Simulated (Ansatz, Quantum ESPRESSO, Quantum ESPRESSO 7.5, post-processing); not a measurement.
**The work function of Rh(111), 5 layers, one monolayer of H on hcp sites, level by level**

How much energy does it take to lift an electron out of Rh(111), 5 layers, one monolayer of H on hcp sites, and how far do the settings matter?

Method: plane-wave DFT, PBE, GBRV ultrasoft pseudopotentials (geometry and cross-check by Ansatz 0.2.0 with PAW datasets; geometry under PBE), in Quantum ESPRESSO 7.5.

**1. The structure**

The cell holds 6 atoms: 5 Rh and 1 H. Cell: a = 2.687 Å, b = 2.687 Å, c = 27.776 Å, α = 90.0°, β = 90.0°, γ = 60.0°. It derives from Rh. Vacuum lies along c.

**2. Relaxation with Ansatz**

The geometry comes first, from a plane-wave PAW code, so that the later runs on this slab share one structure.

File input.yaml:

```yaml
crystal:
  lattice:
    - [2.6870057685, 0.0, 0.0]
    - [1.3435028843, 2.3270152556, 0.0]
    - [0.0, 0.0, 27.7757240917]
  atoms:
    - { symbol: Rh, position: [0.6666666667, 0.6666666667, 0.2988220927] }
    - { symbol: Rh, position: [0.0, 0.0, 0.3778094493] }
    - { symbol: Rh, position: [0.3333333333, 0.3333333333, 0.4567968059] }
    - { symbol: Rh, position: [0.6666666667, 0.6666666667, 0.5357841624] }
    - { symbol: Rh, position: [0.0, 0.0, 0.614771519] }
    - { symbol: H, position: [0.6666666667, 0.6666666667, 0.6423372723] }
kpoints:
  mp_grid: { grid: [12, 12, 1] }
hamiltonian:
  xc: pbe
scf:
  occupations: { method: fermi_dirac, width: 0.1 }
  convergence: { dr2_threshold: 1.0e-08 }
efield:
  axis: 3
  dipole_correction: true
  ramp_position: 0.97
  ramp_width: 0.04
relax:
  f_tol: 0.01
  constraints: [{ sites: [0, 1, 2] }]
output:
  write_potential: true
  write_density: true
  volumetric_format: npy
```

Started as:

```console
$ ansatz run input.yaml --threads 4 --pin off --max-ram 8192MiB --backend cpu --events-out ev --progress --plain --runs-dir out
```

The runs that follow: self-consistent run; potential by pp.x; planar and running averages; valence density; projections on atomic orbitals; self-consistent run: open boundaries by the effective screening medium; ground state: PBE, SPMS norm-conserving; self-consistent run: RPBE, GBRV ultrasoft; self-consistent run: rev-vdW-DF2, GBRV ultrasoft; ground state: no dipole correction; electrostatic potential; all levels side by side; self-consistent run, with nosym = True, mixing_beta = 0.2 and electron_maxstep = 60; ground state, with edir = 1; A check by hand. Settings of the main run: tefield on, dipfield on, cutoff 40 Ry, smearing, Marzari-Vanderbilt smearing, smearing width 0.02 Ry, edir 3, emaxpos 0.97, eopreg 0.04, eamp 0 Hartree a.u., SCF threshold 1.00e-7 Ry, gbrv-pbe-1.5 potentials, 12×12×1 k-mesh, mpi ranks 4, pools 4, omp threads 1.

Q: Predict the work function of the covered face, PBE, GBRV; work function of the bare face, PBE, GBRV; and covered face by Ansatz.

At the first level (PBE, GBRV ultrasoft) the work function comes to 5.20 eV on the upper face and 5.17 eV on the lower. The H layer ends 0.97 Å above the top metal plane and leaves the work function within 0.05 eV of the bare face. This is the step −180.95 p/A = +0.03 eV of the slab's dipole p = -0.001083 e Å, which the dipole correction builds in. The bare face is held at bulk positions, so it is no relaxed clean surface.

```
work function of the covered face, PBE, GBRV : 5.20 eV
work function of the bare face, PBE, GBRV    : 5.17 eV
covered face by ESM                          : 5.18 eV
dipole along the normal                      : -0.00108 e·Å
covered face by Ansatz                       : 5.17 eV
```

ESM differs from the periodic treatment by -19 meV on the upper face and +6 meV on the lower; the slab's dipole converges slowly, so differences of this size remain at the threshold used. Over the levels tried, the uncorrected run apart, the upper face spans 5.09 eV (QE RPBE GBRV ultrasoft, ESM bc1) to 5.42 eV (QE rev-vdW-DF2 GBRV ultrasoft, ESM bc1). Without a correction the vacuum potential slopes by 1 meV/Å; here the dipole is small and the slope hardly matters. Quantum ESPRESSO and Ansatz give 5.20 and 5.17 eV for the upper face, which agree. Ansatz ran with Fermi-Dirac smearing of 0.1 eV against cold smearing of 0.02 Ry, which alone can move a level by some tens of meV. With 12×12 points and so few layers the values hold to some 0.05 to 0.1 eV. The slab is cut at a tabulated measured bulk lattice constant, given to two decimals. A full 1×1 monolayer may not be the stable structure at this coverage.

[Logs are printed without paths, hosts, clocks, repeated set-up lines and the standing remarks that a program may print on its own settings, such as how far it seeks lower states.]

[Hosts, paths, dates, database ids (printed as entryN), source tags and the programs' standing remarks are cut or masked in the printed files.]

[Maps of the electrostatic potential energy from Ansatz leave out the sawtooth potential of an applied field or a dipole correction, so their vacuum need not be flat; planar profiles and work functions include it.]
